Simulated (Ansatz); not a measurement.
# How Ru(0001) screens a field, part 2 of 2

Wanted: the response of a Ru(0001) slab to a perpendicular field.

Ansatz 0.2.0; plane-wave DFT, LDA, Ansatz PAW.

So far. Step 8 (Single point, field -0.2 V/Å): The dipole is -0.114 e·Å.

## 9. Atoms held, field 0.4 V/Å

Input file input.yaml:

```yaml
crystal:
  lattice:
    - [2.7, 0.0, 0.0]
    - [1.35, 2.3382685902, 0.0]
    - [0.0, 0.0, 30.8304]
  atoms:
    - { symbol: Ru, position: [0.0, 0.0, 0.2919196637] }
    - { symbol: Ru, position: [0.6666666667, 0.6666666667, 0.3612797758] }
    - { symbol: Ru, position: [0.0, 0.0, 0.4306398879] }
    - { symbol: Ru, position: [0.6666666667, 0.6666666667, 0.5] }
    - { symbol: Ru, position: [0.0, 0.0, 0.5693601121] }
    - { symbol: Ru, position: [0.6666666667, 0.6666666667, 0.6387202242] }
    - { symbol: Ru, position: [0.0, 0.0, 0.7080803363] }
kpoints:
  mp_grid: { grid: [24, 24, 1] }
hamiltonian:
  xc: lda
scf:
  occupations: { method: fermi_dirac, width: 0.1 }
  convergence: { dr2_threshold: 1.0e-10 }
efield:
  axis: 3
  dipole_correction: true
  ramp_position: 0.97
  ramp_width: 0.06
  amplitude: 0.4
output:
  forces: true
  write_potential: true
  write_density: true
  volumetric_format: npy
  elf: true
```

Command:

```sh
> ansatz run input.yaml --threads 4 --pin off --max-ram 6144MiB --backend cpu --events-out ev --progress --plain --runs-dir out
```

Numbers of over 12 decimals in the logs are rounded to 6 here.

What it wrote:

```text
[...]
Crystal: 7 atoms, lattice volume = 194.642 Å³
Basis set: ecut = 420 eV, 3841 PW (Γ)
Bands: 68, of which v1, the nominal top of the filled ones, is band 56 counted from 1 (55 counted from 0)
Symmetry: 6 space group operations
k-points: 61 of 576 (time reversal used)
[...]
k-point 0: bands = [... 52 lower, 6.6740, 6.9066, 7.4522, 7.4522, 7.9976, 7.9976, 8.1321, 8.6380, ... 8 higher]
  k-point 1: bands = [... 52 lower, 6.7210, 6.9222, 7.4118, 7.4254, 7.9773, 7.9793, 7.9900, 8.6213, ... 8 higher]
  k-point 2: bands = [... 52 lower, 6.8592, 6.9038, 7.2588, 7.3657, 7.7228, 7.8814, 7.9283, 8.3670, ... 8 higher]
  k-point 60: bands = [... 52 lower, 7.4798, 8.0073, 8.8675, 9.2108, 9.2204, 9.6712, 9.6729, 9.6882, ... 8 higher]
[key lines of the parts left out:]
SCF converged after 14 iterations
Free energy (F): -40305.465939 eV
Fermi energy:    8.594559 eV
Dipole field:    D = 0.212590 V/Å  (p = 0.228675 e·Å, saw-weighted, corrected)
```

Elapsed: 20 s, on 4 threads of AMD EPYC 9R14 (Zen 4), shared host; peak memory 0.92 GiB.

Running mean over 2.138 Å of the planar mean, with the applied field; the ramp of the sawtooth is left out. Table of electron's electrostatic potential energy less the Fermi level by z:

| z (Å) | electron's electrostatic potential energy less the Fermi level (eV) |
| --- | --- |
| 3.5 | 3.96 |
| 4.0 | 4.16 |
| 4.5 | 4.36 |
| 5.0 | 4.55 |
| 5.5 | 4.73 |
| 6.0 | 4.85 |
| 6.5 | 4.79 |
| 7.0 | 4.13 |
| 7.5 | 0.966 |
| 8.0 | -6.05 |
| 8.5 | -12.2 |
| 9.0 | -14.1 |
| 9.5 | -14.4 |
| 10.0 | -14.5 |
| 10.5 | -14.6 |
| 11.0 | -14.7 |
| 11.5 | -14.7 |
| 12.0 | -14.7 |
| 12.5 | -14.6 |
| 13.0 | -14.6 |
| 13.5 | -14.6 |
| 14.0 | -14.6 |
| 14.5 | -14.6 |
| 15.0 | -14.6 |
| 15.5 | -14.6 |
| 16.0 | -14.6 |
| 16.5 | -14.6 |
| 17.0 | -14.6 |
| 17.5 | -14.6 |
| 18.0 | -14.6 |
| 18.5 | -14.7 |
| 19.0 | -14.7 |
| 19.5 | -14.7 |
| 20.0 | -14.6 |
| 20.5 | -14.5 |
| 21.0 | -14.4 |
| 21.5 | -14.3 |
| 22.0 | -13.8 |
| 22.5 | -10.5 |
| 23.0 | -3.34 |
| 23.5 | 2.75 |
| 24.0 | 4.95 |
| 24.5 | 5.63 |
| 25.0 | 5.96 |
| 25.5 | 6.19 |
| 26.0 | 6.40 |
| 26.5 | 6.60 |
| 27.0 | 6.80 |
| 27.5 | 7.00 |

The dipole is 0.229 e·Å.

## 10. The response

This step: plane-wave DFT, LDA, Ansatz PAW; screening of a field by a metal slab (Ansatz 0.2.0).

The dipoles give the slope, and the difference of two potentials shows where the field is screened.

This step gave:

* equivalent conductor thickness p/(ε₀AE): 16.38 Å
* distance between the outer atoms: 12.83 Å
* inner field over outer field: 1.90e-4
* image plane, upper face: 1.771 Å
* induced electrons on the upper face over ε₀E: -1.000
* image plane, lower face: 1.771 Å
* induced electrons on the lower face over ε₀E: 1.000

Table of dipole of the cell by applied field:

| applied field (V/Å) | dipole of the cell (e·Å) |
| --- | --- |
| -0.200 | -0.114 |
| -0.100 | -0.0571 |
| -0.050 | -0.0286 |
| 0.000 | 4.6e-7 |
| 0.050 | 0.0286 |
| 0.100 | 0.0571 |
| 0.200 | 0.114 |
| 0.400 | 0.229 |

Local field over the applied field, running mean. From the potentials at -0.05 and 0.05 V/Å; running mean over 2.138 Å. The local field over applied field by z:

| z (Å) | local field over applied field |
| --- | --- |
| 4.5 | 0.995 |
| 5.0 | 0.986 |
| 5.5 | 0.964 |
| 6.0 | 0.913 |
| 6.5 | 0.807 |
| 7.0 | 0.629 |
| 7.5 | 0.406 |
| 8.0 | 0.209 |
| 8.5 | 0.0630 |
| 9.0 | -0.00655 |
| 9.5 | -0.00638 |
| 10.0 | -2.9e-4 |
| 10.5 | 0.00453 |
| 11.0 | 0.00161 |
| 11.5 | -0.00185 |
| 12.0 | -0.00207 |
| 12.5 | -0.00246 |
| 13.0 | -0.00279 |
| 13.5 | -0.00117 |
| 14.0 | -2.8e-4 |
| 14.5 | -1.1e-4 |
| 15.0 | 3.0e-4 |
| 15.5 | 5.8e-4 |
| 16.0 | 8.5e-5 |
| 16.5 | -6.5e-5 |
| 17.0 | -5.4e-4 |
| 17.5 | -0.00163 |
| 18.0 | -0.00322 |
| 18.5 | -0.00162 |
| 19.0 | -0.00260 |
| 19.5 | -8.5e-4 |
| 20.0 | 0.00303 |
| 20.5 | 0.00322 |
| 21.0 | -5.1e-4 |
| 21.5 | -0.0108 |
| 22.0 | 0.00791 |
| 22.5 | 0.104 |
| 23.0 | 0.271 |
| 23.5 | 0.482 |
| 24.0 | 0.698 |
| 24.5 | 0.850 |
| 25.0 | 0.935 |
| 25.5 | 0.974 |
| 26.0 | 0.990 |
| 26.5 | 0.997 |

The induced electron density oscillates, so the rows of the table below give means over windows of 1 Å about each position, cut where the curve ends. Its maxima inside the range that stand out by 2 % of the span (Å: e/Å³ per V/Å): 7.7: 0.00395, 9.0: 6.2e-4, 10.7: 3.6e-4, 11.6: 3.8e-4, 19.7: 5.9e-4, 21.6: 6.7e-4, 22.1: 0.0011. Its minima: 8.7: -0.0011, 9.3: -6.7e-4, 11.1: -5.9e-4, 19.3: -3.8e-4, 20.1: -3.6e-4, 21.8: -6.2e-4, 23.1: -0.00395.

Electrons, planar mean, per unit field. Induced electron density against z; means over each step:

| z (Å) | induced electron density (e/Å³ per V/Å) |
| --- | --- |
| 5 | 9.3e-5 |
| 6 | 6.1e-4 |
| 7 | 0.00244 |
| 8 | 0.00269 |
| 9 | -3.4e-4 |
| 10 | -7.4e-6 |
| 11 | -1.2e-5 |
| 12 | 6.7e-5 |
| 13 | -1.9e-5 |
| 14 | -5.1e-6 |
| 15 | 6.2e-6 |
| 16 | -3.0e-6 |
| 17 | 5.4e-8 |
| 18 | 3.1e-5 |
| 19 | -9.1e-5 |
| 20 | 1.1e-5 |
| 21 | 1.0e-4 |
| 22 | 2.3e-4 |
| 23 | -0.00325 |
| 24 | -0.00203 |
| 25 | -4.5e-4 |
| 26 | -6.6e-5 |

By hand: between -0.05 and 0.05 V/Å the dipole changes by 0.05714 e·Å, a slope of 0.5714 e·Å²/V. A perfect conductor of thickness t has p = ε₀AEt, so t = 180.95 × 0.5714 / 6.313 = 16.38 Å (e/ε₀ = 180.95 V·Å, A in Å²). Less the 12.83 Å between the outer atoms, and halved, that puts each image plane 1.77 Å out.

The induced dipole is that of a conductor 16.38 Å thick.

## 11. A changed input: efield.ramp_width = 0.15

This step: plane-wave DFT, LDA, Ansatz PAW (Ansatz 0.2.0).

A run with a changed input: it repeats the earlier run at 0.05 V/Å with efield.ramp_width from 0.06 to 0.15.

Changes to input.yaml since step 9:

```diff
@@ -24,4 +24,4 @@
   ramp_position: 0.97
-  ramp_width: 0.06
-  amplitude: 0.4
+  ramp_width: 0.15
+  amplitude: 0.05
 output:
@@ -31,2 +31 @@
   volumetric_format: npy
-  elf: true
```

What it wrote:

```text
[...]
Crystal: 7 atoms, lattice volume = 194.642 Å³
Basis set: ecut = 420 eV, 3841 PW (Γ)
Bands: 68, of which v1, the nominal top of the filled ones, is band 56 counted from 1 (55 counted from 0)
Symmetry: 6 space group operations
k-points: 61 of 576 (time reversal used)
[...]
SCF iter   1: F=—  HF=-40310.995512 eV  |F-HF|=—  |Δ(HF+E_count)|=         —  Δρ=9.08e-2  dr2=2.67e1  ethr=3.10e-3  p=0.028 e·Å  D=2.60e-2 V/Å  ΔV_dip=-0.80 eV  dr2_dipole=1.73e-3  V_vac-E_F(+/−)=6.52/6.05 eV  ⟨swp⟩=7.7  Hψ=17727  notcnv=0  defer=7
[...]
SCF iter  14: F=-40305.420928 eV  HF=-40305.420928 eV  |F-HF|=2.33e-10  |Δ(HF+E_count)|=  1.09e-10  Δρ=5.39e-8  dr2=6.63e-12  ethr=1.00e-12  p=0.029 e·Å  D=2.66e-2 V/Å  ΔV_dip=-0.82 eV  dr2_dipole=1.06e-13  V_vac-E_F(+/−)=5.71/5.26 eV  ⟨swp⟩=7.6  Hψ=21183  notcnv=0
WARN: efield: at this solve's end the planar-averaged density reaches 2.51e-5 e/Å³ inside the ramp window [0.9376, 0.1524] (bound 1e-5 e/Å³); the window's nearer edge stands 4.30 Å from this solve's nearest atom along the axis. Its free energy, forces, stress, dipole, levels and responses can be off, and this figure does not tell by how much. A short vacuum, a low `basis.ecutwfc` or `basis.ecutrho_ratio` and negative occupations (`scf.occupations.method`) can put density there. See the manual's quickstart, § The vacuum guard
SCF 1 converged in 14 iterations: F = -40305.420928 eV  dr2 = 6.63e-12
[...]
SCF converged after 14 iterations
Free energy (F): -40305.420928 eV
[...]
Internal energy: -40305.179159 eV  (E = F + TS)
E sigma→0 (E₀):  -40305.300043 eV
Entropy (-TS):   -0.241769 eV (-34.538 meV/atom)
Fermi energy:    8.569081 eV
Dipole field:    D = 0.026555 V/Å  (p = 0.028564 e·Å, saw-weighted, corrected)
Work function:   not extracted (applied field tilts the vacuum); planar V_es + V_field profile in the machine report
[...]
Vacuum region:   at the solve's end the planar-averaged density reaches 2.51e-5 e/Å³ inside the ramp window [0.9376, 0.1524] (bound 1e-5 e/Å³)
[...]
--- Forces (eV/Å), atoms counted from 1 ---
  atom   1  Ru     0.00000000     0.00000000     1.24556352
  atom   2  Ru    -0.00000000    -0.00000000    -0.66893581
  atom   3  Ru     0.00000000     0.00000000    -0.20095586
  atom   4  Ru    -0.00000000    -0.00000000     0.00048602
  atom   5  Ru    -0.00000000     0.00000000     0.19949561
  atom   6  Ru     0.00000000    -0.00000000     0.67236679
  atom   7  Ru    -0.00000000    -0.00000000    -1.24802717
  max |Σ_I F_I| component: 6.90e-6 eV/Å
--- Band table (eV; the first three rows and the last of 61) ---
  k-point 0: bands = [... 52 lower, 6.6486, 6.8817, 7.4268, 7.4268, 7.9721, 7.9721, 8.1089, 8.6126, ... 8 higher]
  k-point 1: bands = [... 52 lower, 6.6956, 6.8973, 7.3863, 7.3999, 7.9518, 7.9549, 7.9653, 8.5959, ... 8 higher]
  k-point 2: bands = [... 52 lower, 6.8338, 6.8787, 7.2334, 7.3403, 7.6988, 7.8556, 7.9029, 8.3485, ... 8 higher]
  k-point 60: bands = [... 52 lower, 7.4544, 7.9819, 8.8421, 9.1865, 9.1937, 9.6457, 9.6474, 9.6628, ... 8 higher]
```

Run time: 19 s. Hardware: 4 threads; peak memory 0.93 GiB; 74 s of CPU time.

This step gave:

- energy at zero smearing: -40305.3000 eV
- dipole along the normal: 0.02856 e·Å

Force by atom:

| atom | x (eV/Å) | y (eV/Å) | z (eV/Å) | size |
| --- | --- | --- | --- | --- |
| Ru1 | 0.00 | 0.00 | 1.25 | 1.25 |
| Ru2 | 0.00 | 0.00 | -0.67 | 0.67 |
| Ru3 | 0.00 | 0.00 | -0.20 | 0.20 |
| Ru4 | 0.00 | 0.00 | 0.00 | 0.00 |
| Ru5 | 0.00 | 0.00 | 0.20 | 0.20 |
| Ru6 | 0.00 | 0.00 | 0.67 | 0.67 |
| Ru7 | 0.00 | 0.00 | -1.25 | 1.25 |

| quantity | this run | earlier run | difference |
| --- | --- | --- | --- |
| dipole along the normal (e·Å) | 0.02856 | 0.02857 | -8.3e-6 |

The dipole moves by under 0.5 % or 5e-5 e·Å. The run took 14 SCF cycles against 13.

## 12. Varying the input

An input spoilt on purpose, to show how the run answers: it repeats the earlier run at 0.05 V/Å with efield.amplitude from 0.05 to 0 and efield.dipole_correction from true to false, and scf.max_iter set to 80.

Changes to input.yaml since step 11:

```diff
@@ -20,8 +20,9 @@
   convergence: { dr2_threshold: 1.0e-10 }
+  max_iter: 80
 efield:
   axis: 3
-  dipole_correction: true
+  dipole_correction: false
   ramp_position: 0.97
-  ramp_width: 0.15
-  amplitude: 0.05
+  ramp_width: 0.06
+  amplitude: 0
 output:
```

What it wrote:

```text
Error: invalid value for `efield.amplitude`: is zero with dipole_correction: false — the section would apply nothing; set a non-zero amplitude, enable dipole_correction, or remove the block
```

Wall time 0.03 s (4 threads); peak memory 0.042 GiB.

The program refused the input before any cycle.

The program's message: “Error: invalid value for `efield.amplitude`: is zero with dipole_correction: false — the section would apply nothing; set a non-zero amplitude, enable dipole_correction, or remove the block”

The fault put into the input: a field block that applies nothing.

## 13. Summary of results

- work function: 5.43 eV
- image plane, upper face: 1.77 Å
- induced electrons on the upper face over ε₀E: -1.00
- equivalent conductor thickness p/(ε₀AE): 16.4 Å
- inner field over outer field: 1.9e-4

**Reading.** The induced charge has its centre 1.77 Å outside the outermost atoms; this is the plane from which a capacitor's gap or an image potential counts. The equivalent conductor thickness exceeds the distance between the outer atoms by 3.55 Å, about the sum of the two image-plane distances. In the middle of the slab the field is screened to under 0.5 % of its outer value. The atoms are held at bulk positions with the tabulated experimental lattice constant.

[Logs are printed without paths, hosts, clocks, repeated set-up lines and the standing remarks that a program may print on its own settings, such as how far it seeks lower states.]

[Hosts, paths, dates, database ids (printed as entryN), source tags and the programs' standing remarks are cut or masked in the printed files.]

[Maps of the electrostatic potential energy from Ansatz leave out the sawtooth potential of an applied field or a dipole correction, so their vacuum need not be flat; planar profiles and work functions include it.]
